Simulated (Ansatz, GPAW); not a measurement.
# A 10-layer slab of Al(100): work function by functional and basis, part 2 of 3

Aim: the work function of both faces of a 10-layer slab of Al(100), and its spread over functionals and bases.

GPAW 26.7.0 and Ansatz 0.2.0; Ansatz plane waves; slab in vacuum with a dipole correction, relaxation; PAW set soft_1 (the session's first sound run).

So far, upper work function (eV): step 2 (relaxation) 4.25.

### Step 3. Plane waves, PBE

The work function is the vacuum plateau of the electrostatic potential less the Fermi level; a dipole layer lets the two faces have plateaus of their own.

This step: GPAW, PAW setups; slab in vacuum (GPAW 26.7.0).

run.py reads:

```python
import json
import numpy as np
from ase import Atoms
from gpaw import GPAW, PW

slab = Atoms(
    ['Al', 'Al', 'Al', 'Al', 'Al', 'Al', 'Al', 'Al', 'Al', 'Al'],
    positions=[
        [1.43189, 1.43189, 7.00000],
        [0.00000, 0.00000, 9.02500],
        [1.43189, 1.43189, 11.05000],
        [0.00000, 0.00000, 13.07500],
        [1.43189, 1.43189, 15.10000],
        [0.00000, 0.00000, 17.13541],
        [1.43189, 1.43189, 19.13743],
        [0.00000, 0.00000, 21.17310],
        [1.43189, 1.43189, 23.19859],
        [0.00000, 0.00000, 25.23998]],
    cell=[[2.86378, 0.0, 0.0], [0.0, 2.86378, 0.0], [0.0, 0.0, 32.225]],
    pbc=[True, True, False])

slab.calc = GPAW(mode=PW(400), xc='PBE', kpts={'size': (11, 11, 1), 'gamma': True},
                 occupations={'name': 'fermi-dirac', 'width': 0.1}, nbands='200%',
                 convergence={'density': 1e-05}, maxiter=200,
                 poissonsolver={'dipolelayer': 'xy'},
                 symmetry={'tolerance': 1e-3}, txt='slab.txt')
result = {}
energy = slab.get_potential_energy()
fermi = slab.calc.get_fermi_level()
v = slab.calc.get_electrostatic_potential().mean((0, 1)) - fermi
n = slab.calc.get_pseudo_density().mean((0, 1))
L = slab.cell[2, 2]
z = np.arange(len(v)) * L / len(v)
low, high = slab.positions[:, 2].min(), slab.positions[:, 2].max()
below, above = np.interp([low - 4.8, high + 4.8], z, v)
slopes = [np.interp(x, z, np.gradient(v, z)) for x in (low - 4.8, high + 4.8)]
eps = np.array([[slab.calc.get_eigenvalues(k, s) for k in range(len(slab.calc.get_ibz_k_points()))]
                for s in range(slab.calc.get_number_of_spins())]) - fermi
top, bottom = eps[eps < 0].max(), eps[eps > 0].min()
dipole = slab.get_dipole_moment()[2]
print(f'energy {energy:.4f} eV, Fermi level {fermi:.4f} eV, dipole {dipole:.5f} e A')
print(f'potential 4.8 A off the faces, from the Fermi level: lower {below:.4f} eV, upper {above:.4f} eV')
print(f'slope of the potential there: lower {slopes[0]:.5f}, upper {slopes[1]:.5f} eV/A')
print(f'nearest levels on the mesh: {top:.4f} and {bottom:.4f} eV')
print('magnetic moment', round(slab.get_magnetic_moment(), 3))
result.update(energy=energy, fermi=fermi, dipole=dipole, below=below, above=above, slopes=slopes, edges=[top, bottom],
              z=z.tolist(), v=v.tolist(), n=n.tolist(), positions=slab.positions.tolist(),
              forces=slab.get_forces(apply_constraint=False).tolist(), moments=slab.get_magnetic_moments().tolist())
json.dump(result, open('result.json', 'w'))
```

Launch:

```
$ OMP_NUM_THREADS=1 OPENBLAS_NUM_THREADS=1 python run.py
```

Log:

```text
energy -36.4099 eV, Fermi level 2.9256 eV, dipole 0.00020 e A
potential 4.8 A off the faces, from the Fermi level: lower 4.2644 eV, upper 4.2581 eV
slope of the potential there: lower -0.00067, upper 0.00067 eV/A
nearest levels on the mesh: -0.0123 and 0.0045 eV
magnetic moment 0.0
```

Elapsed: 3.1 min, on 1 thread of Arm Neoverse V2, shared host; peak memory 0.25 GiB.

This step gave:

```yaml
dipole_along_the_normal: 2.04e-4 e·Å
levels_nearest_the_fermi_level_on_the_mesh: -0.01232, 0.004476 eV from the Fermi level
upper_work_function: 4.258 eV
lower_work_function: 4.264 eV
```

The electrostatic potential energy of an electron (without an applied field's), less the Fermi level, planar mean oscillates, so the rows of the table below give means over windows of 2.04 Å about each position, cut where the curve ends. Its maxima inside the range that stand out by 2 % of the span (Å: eV): 8.1: -2.04, 10.0: -2.03, 12.0: -2.02, 14.1: -1.97, 16.1: -1.96, 18.2: -2.14, 20.2: -1.96, 22.2: -2.02, 24.2: -1.93. Its minima: 7.0: -13.3, 9.0: -13.5, 11.1: -13.5, 13.1: -13.5, 15.1: -13.4, 17.2: -13.4, 19.1: -13.5, 21.2: -13.5, 23.2: -13.5, 25.2: -13.3.

The electrostatic potential energy of an electron (without an applied field's), less the Fermi level, planar mean by z; means over each step:

| z (Å) | electrostatic potential energy of an electron (without an applied field's), less the Fermi level, planar mean (eV) |
| --- | --- |
| 1.02 | 4.26 |
| 3.06 | 4.26 |
| 5.10 | 3.26 |
| 7.14 | -6.78 |
| 9.18 | -7.06 |
| 11.22 | -7.09 |
| 13.26 | -7.08 |
| 15.30 | -7.07 |
| 17.34 | -7.13 |
| 19.38 | -7.08 |
| 21.42 | -7.08 |
| 23.46 | -7.03 |
| 25.50 | -6.10 |
| 27.54 | 3.88 |
| 29.58 | 4.26 |
| 31.62 | 4.26 |

The pseudo valence density, planar mean oscillates, so the rows of the table below give means over windows of 2 Å about each position, cut where the curve ends. Its maxima inside the range that stand out by 2 % of the span (Å: e/Å³): 6.7: 0.159, 8.4: 0.200, 10.3: 0.200, 12.5: 0.200, 14.4: 0.201, 16.5: 0.198, 17.8: 0.204, 19.8: 0.199, 21.9: 0.200, 23.8: 0.198, 25.6: 0.158. Its minima: 6.9: 0.134, 9.0: 0.131, 11.0: 0.135, 13.1: 0.129, 15.0: 0.132, 17.2: 0.132, 19.1: 0.129, 21.3: 0.135, 23.2: 0.130, 25.4: 0.132.

Table of pseudo valence density, planar mean by z; means over each step:

z (Å), pseudo valence density, planar mean (e/Å³) and a bar:
```
        2      0.000 
        4      0.002 
        6      0.090 ###############
        8      0.181 ##############################
       10      0.181 ##############################
       12      0.181 ##############################
       14      0.181 ##############################
       16      0.180 ##############################
       18      0.183 ##############################
       20      0.180 ##############################
       22      0.181 ##############################
       24      0.179 #############################
       26      0.105 #################
       28      0.004 #
       30      0.000 
       32      0.000
```

Force by atom:

| atom | x (eV/Å) | y (eV/Å) | z (eV/Å) | size |
| --- | --- | --- | --- | --- |
| Al1 | 0.0000 | 0.0000 | -0.0501 | 0.0501 |
| Al2 | 0.0000 | 0.0000 | 0.0307 | 0.0307 |
| Al3 | 0.0000 | 0.0000 | -0.0123 | 0.0123 |
| Al4 | 0.0000 | 0.0000 | 0.0870 | 0.0870 |
| Al5 | 0.0000 | 0.0000 | -0.0637 | 0.0637 |
| Al6 | 0.0000 | 0.0000 | -0.0016 | 0.0016 |
| Al7 | 0.0000 | 0.0000 | 0.0013 | 0.0013 |
| Al8 | 0.0000 | 0.0000 | -0.0002 | 0.0002 |
| Al9 | 0.0000 | 0.0000 | 0.0006 | 0.0006 |
| Al10 | 0.0000 | 0.0000 | 0.0082 | 0.0082 |

The potential is flat to 6.7e-4 eV/Å where it is read, so the vacuum is wide enough. The geometry is the other program's minimum; here the largest force on a free atom is 0.0082 eV/Å.

### Step 4. Self-consistent run: xc = "revPBE"

The same geometry under revPBE, to see how far the functional moves the levels against the vacuum.

Changes to run.py since step 3:

```diff
@@ -21,3 +21,3 @@
 
-slab.calc = GPAW(mode=PW(400), xc='PBE', kpts={'size': (11, 11, 1), 'gamma': True},
+slab.calc = GPAW(mode=PW(400), xc='revPBE', kpts={'size': (11, 11, 1), 'gamma': True},
                  occupations={'name': 'fermi-dirac', 'width': 0.1}, nbands='200%',
```

Log:

```text
energy -34.2952 eV, Fermi level 2.9976 eV, dipole 0.00018 e A
potential 4.8 A off the faces, from the Fermi level: lower 4.2015 eV, upper 4.1958 eV
slope of the potential there: lower -0.00072, upper 0.00070 eV/A
nearest levels on the mesh: -0.0447 and 0.0051 eV
magnetic moment 0.0
```

The job ended after 4.7 min (1 thread; peak memory 0.25 GiB).

This step gave:

```yaml
dipole_along_the_normal: 1.84e-4 e·Å
levels_nearest_the_fermi_level_on_the_mesh: -0.04471, 0.005111 eV from the Fermi level
upper_work_function: 4.196 eV
lower_work_function: 4.202 eV
```

The electrostatic potential energy of an electron (without an applied field's), less the Fermi level, planar mean oscillates, so the rows of the table below give means over windows of 2.04 Å about each position, cut where the curve ends. Its maxima inside the range that stand out by 2 % of the span (Å: eV): 8.1: -2.11, 10.0: -2.10, 12.0: -2.09, 14.1: -2.04, 16.1: -2.03, 18.2: -2.21, 20.2: -2.03, 22.2: -2.10, 24.2: -2.00. Its minima: 7.0: -13.4, 9.0: -13.5, 11.1: -13.6, 13.1: -13.6, 15.1: -13.5, 17.2: -13.5, 19.1: -13.6, 21.2: -13.6, 23.2: -13.5, 25.2: -13.4.

The electrostatic potential energy of an electron (without an applied field's), less the Fermi level, planar mean by z; means over each step:

| z (Å) | electrostatic potential energy of an electron (without an applied field's), less the Fermi level, planar mean (eV) |
| --- | --- |
| 1.02 | 4.20 |
| 3.06 | 4.20 |
| 5.10 | 3.21 |
| 7.14 | -6.85 |
| 9.18 | -7.14 |
| 11.22 | -7.17 |
| 13.26 | -7.16 |
| 15.30 | -7.15 |
| 17.34 | -7.21 |
| 19.38 | -7.17 |
| 21.42 | -7.16 |
| 23.46 | -7.11 |
| 25.50 | -6.17 |
| 27.54 | 3.82 |
| 29.58 | 4.19 |
| 31.62 | 4.20 |

The pseudo valence density, planar mean oscillates, so the rows of the table below give means over windows of 1 Å about each position, cut where the curve ends. Its maxima inside the range that stand out by 2 % of the span (Å: e/Å³): 6.7: 0.158, 8.4: 0.200, 10.3: 0.201, 12.5: 0.200, 14.4: 0.201, 15.9: 0.198, 17.8: 0.204, 19.8: 0.199, 21.9: 0.201, 23.8: 0.198, 25.6: 0.157. Its minima: 6.9: 0.134, 9.0: 0.131, 11.0: 0.135, 13.1: 0.130, 15.0: 0.132, 17.2: 0.132, 19.1: 0.129, 21.3: 0.135, 23.2: 0.130, 25.4: 0.132.

Table of pseudo valence density, planar mean by z; means over each step:

| z (Å) | pseudo valence density, planar mean (e/Å³) |
| --- | --- |
| 2 | 7.6e-6 |
| 3 | 9.7e-5 |
| 4 | 0.00119 |
| 5 | 0.0147 |
| 6 | 0.0949 |
| 7 | 0.155 |
| 8 | 0.196 |
| 9 | 0.163 |
| 10 | 0.198 |
| 11 | 0.163 |
| 12 | 0.198 |
| 13 | 0.163 |
| 14 | 0.198 |
| 15 | 0.163 |
| 16 | 0.196 |
| 17 | 0.164 |
| 18 | 0.200 |
| 19 | 0.165 |
| 20 | 0.196 |
| 21 | 0.164 |
| 22 | 0.196 |
| 23 | 0.166 |
| 24 | 0.192 |
| 25 | 0.164 |
| 26 | 0.120 |
| 27 | 0.0251 |
| 28 | 0.00216 |
| 29 | 1.8e-4 |
| 30 | 1.4e-5 |

Force by atom:

| atom | x (eV/Å) | y (eV/Å) | z (eV/Å) | size |
| --- | --- | --- | --- | --- |
| Al1 | 0.000 | 0.000 | -0.105 | 0.105 |
| Al2 | 0.000 | 0.000 | 0.027 | 0.027 |
| Al3 | 0.000 | 0.000 | -0.011 | 0.011 |
| Al4 | 0.000 | 0.000 | 0.088 | 0.088 |
| Al5 | 0.000 | 0.000 | -0.064 | 0.064 |
| Al6 | 0.000 | 0.000 | -0.003 | 0.003 |
| Al7 | 0.000 | 0.000 | 0.003 | 0.003 |
| Al8 | 0.000 | 0.000 | -0.002 | 0.002 |
| Al9 | 0.000 | 0.000 | 0.006 | 0.006 |
| Al10 | 0.000 | 0.000 | 0.063 | 0.063 |

The upper face's work function is 4.196 eV, against 4.258 eV in the first plane-wave PBE run at this geometry.

### Step 5. OptPBE vdW: xc = "optPBE-vdW"

The same geometry under optPBE-vdW, to see how far the functional moves the levels against the vacuum (the van der Waals functionals take revPBE setups).

Changes to run.py since step 4:

```diff
@@ -21,3 +21,3 @@
 
-slab.calc = GPAW(mode=PW(400), xc='revPBE', kpts={'size': (11, 11, 1), 'gamma': True},
+slab.calc = GPAW(mode=PW(400), xc='optPBE-vdW', kpts={'size': (11, 11, 1), 'gamma': True},
                  occupations={'name': 'fermi-dirac', 'width': 0.1}, nbands='200%',
```

Log:

```text
energy -86.6905 eV, Fermi level 2.9053 eV, dipole 0.00024 e A
potential 4.8 A off the faces, from the Fermi level: lower 4.3912 eV, upper 4.3843 eV
slope of the potential there: lower -0.00106, upper 0.00105 eV/A
nearest levels on the mesh: -0.0312 and 0.0057 eV
magnetic moment 0.0
```

Run time: 3.9 min. Hardware: 1 thread; peak memory 0.4 GiB.

Numbers from this step:

```yaml
dipole_along_the_normal: 2.37e-4 e·Å
levels_nearest_the_fermi_level_on_the_mesh: -0.03121, 0.005703 eV from the Fermi level
upper_work_function: 4.384 eV
lower_work_function: 4.391 eV
```

The upper face's work function is 4.384 eV, against 4.258 eV in the first plane-wave PBE run at this geometry.

### Step 6. Self-consistent run: xc = "LDA"

The same geometry under LDA, to see how far the functional moves the levels against the vacuum.

Changes to run.py since step 5:

```diff
@@ -21,3 +21,3 @@
 
-slab.calc = GPAW(mode=PW(400), xc='optPBE-vdW', kpts={'size': (11, 11, 1), 'gamma': True},
+slab.calc = GPAW(mode=PW(400), xc='LDA', kpts={'size': (11, 11, 1), 'gamma': True},
                  occupations={'name': 'fermi-dirac', 'width': 0.1}, nbands='200%',
```

Log:

```text
energy -40.5716 eV, Fermi level 2.7483 eV, dipole 0.00021 e A
potential 4.8 A off the faces, from the Fermi level: lower 4.4108 eV, upper 4.4043 eV
slope of the potential there: lower -0.00063, upper 0.00065 eV/A
nearest levels on the mesh: -0.0475 and 0.0030 eV
magnetic moment 0.0
```

Elapsed: 2.3 min, on 1 thread; peak memory 0.25 GiB.

This step gave:

```yaml
dipole_along_the_normal: 2.11e-4 e·Å
levels_nearest_the_fermi_level_on_the_mesh: -0.04755, 0.003012 eV from the Fermi level
upper_work_function: 4.404 eV
lower_work_function: 4.411 eV
```

The upper face's work function is 4.404 eV, against 4.258 eV in the first plane-wave PBE run at this geometry.

### Step 7. Real-space grid: mode = "fd"

A real-space grid is a second complete basis, so it checks the plane-wave result.

Changes to run.py since step 6:

```diff
@@ -3,3 +3,3 @@
 from ase import Atoms
-from gpaw import GPAW, PW
+from gpaw import GPAW
 
@@ -21,3 +21,3 @@
 
-slab.calc = GPAW(mode=PW(400), xc='LDA', kpts={'size': (11, 11, 1), 'gamma': True},
+slab.calc = GPAW(mode='fd', h=0.18, xc='PBE', kpts={'size': (11, 11, 1), 'gamma': True},
                  occupations={'name': 'fermi-dirac', 'width': 0.1}, nbands='200%',
```

Log:

```text
energy -36.4160 eV, Fermi level -4.2615 eV, dipole 0.00027 e A
potential 4.8 A off the faces, from the Fermi level: lower 4.2642 eV, upper 4.2583 eV
slope of the potential there: lower -0.00061, upper 0.00061 eV/A
nearest levels on the mesh: -0.0124 and 0.0045 eV
magnetic moment 0.0
```

It took 9 min on 1 thread; peak memory 0.94 GiB.

This step gave:

- dipole along the normal: 2.69e-4 e·Å
- levels nearest the Fermi level on the mesh: -0.01237, 0.004489 eV from the Fermi level
- upper work function: 4.258 eV
- lower work function: 4.264 eV

The electrostatic potential energy of an electron (without an applied field's), less the Fermi level, planar mean oscillates, so the rows of the table below give means over windows of 2.01 Å about each position, cut where the curve ends. Its maxima inside the range that stand out by 2 % of the span (Å: eV): 8.1: -2.04, 10.0: -1.99, 12.0: -2.09, 14.1: -1.99, 16.1: -1.96, 18.2: -2.16, 20.1: -1.93, 22.1: -2.08, 24.3: -1.91. Its minima: 7.0: -13.3, 9.0: -13.4, 11.1: -13.4, 13.1: -13.5, 15.1: -13.5, 17.1: -13.4, 19.2: -13.5, 21.2: -13.4, 23.2: -13.4, 25.2: -13.3.

Electrostatic potential energy of an electron (without an applied field's), less the Fermi level, planar mean against z; means over each step:

| z (Å) | electrostatic potential energy of an electron (without an applied field's), less the Fermi level, planar mean (eV) |
| --- | --- |
| 1.00 | 4.26 |
| 3.01 | 4.26 |
| 5.02 | 3.44 |
| 7.03 | -6.75 |
| 9.04 | -7.14 |
| 11.05 | -7.16 |
| 13.06 | -7.16 |
| 15.07 | -7.15 |
| 17.08 | -7.17 |
| 19.09 | -7.18 |
| 21.10 | -7.14 |
| 23.11 | -7.12 |
| 25.12 | -6.81 |
| 27.13 | 3.26 |
| 29.14 | 4.25 |
| 31.15 | 4.26 |

The upper face's work function is 4.258 eV, against 4.258 eV in the first plane-wave PBE run at this geometry.

### Step 8. All levels side by side

Times are for 1 thread of Arm Neoverse V2, shared host. Results by setting:

| no. | run | upper work function (eV) | lower work function (eV) | time | memory (GiB) |
| --- | --- | --- | --- | --- | --- |
| 1 | pw | 4.258 | 4.264 | 3.1 min | 0.25 |
| 2 | revPBE | 4.196 | 4.202 | 4.7 min | 0.25 |
| 3 | optPBE vdW | 4.384 | 4.391 | 3.9 min | 0.4 |
| 4 | LDA | 4.404 | 4.411 | 2.3 min | 0.25 |
| 5 | fd | 4.258 | 4.264 | 9 min | 0.94 |

(Continued in part 3 of 3.)

[Logs are printed without paths, hosts, clocks, repeated set-up lines and the standing remarks that a program may print on its own settings, such as how far it seeks lower states.]

[Hosts, paths, dates, database ids (printed as entryN), source tags and the programs' standing remarks are cut or masked in the printed files.]
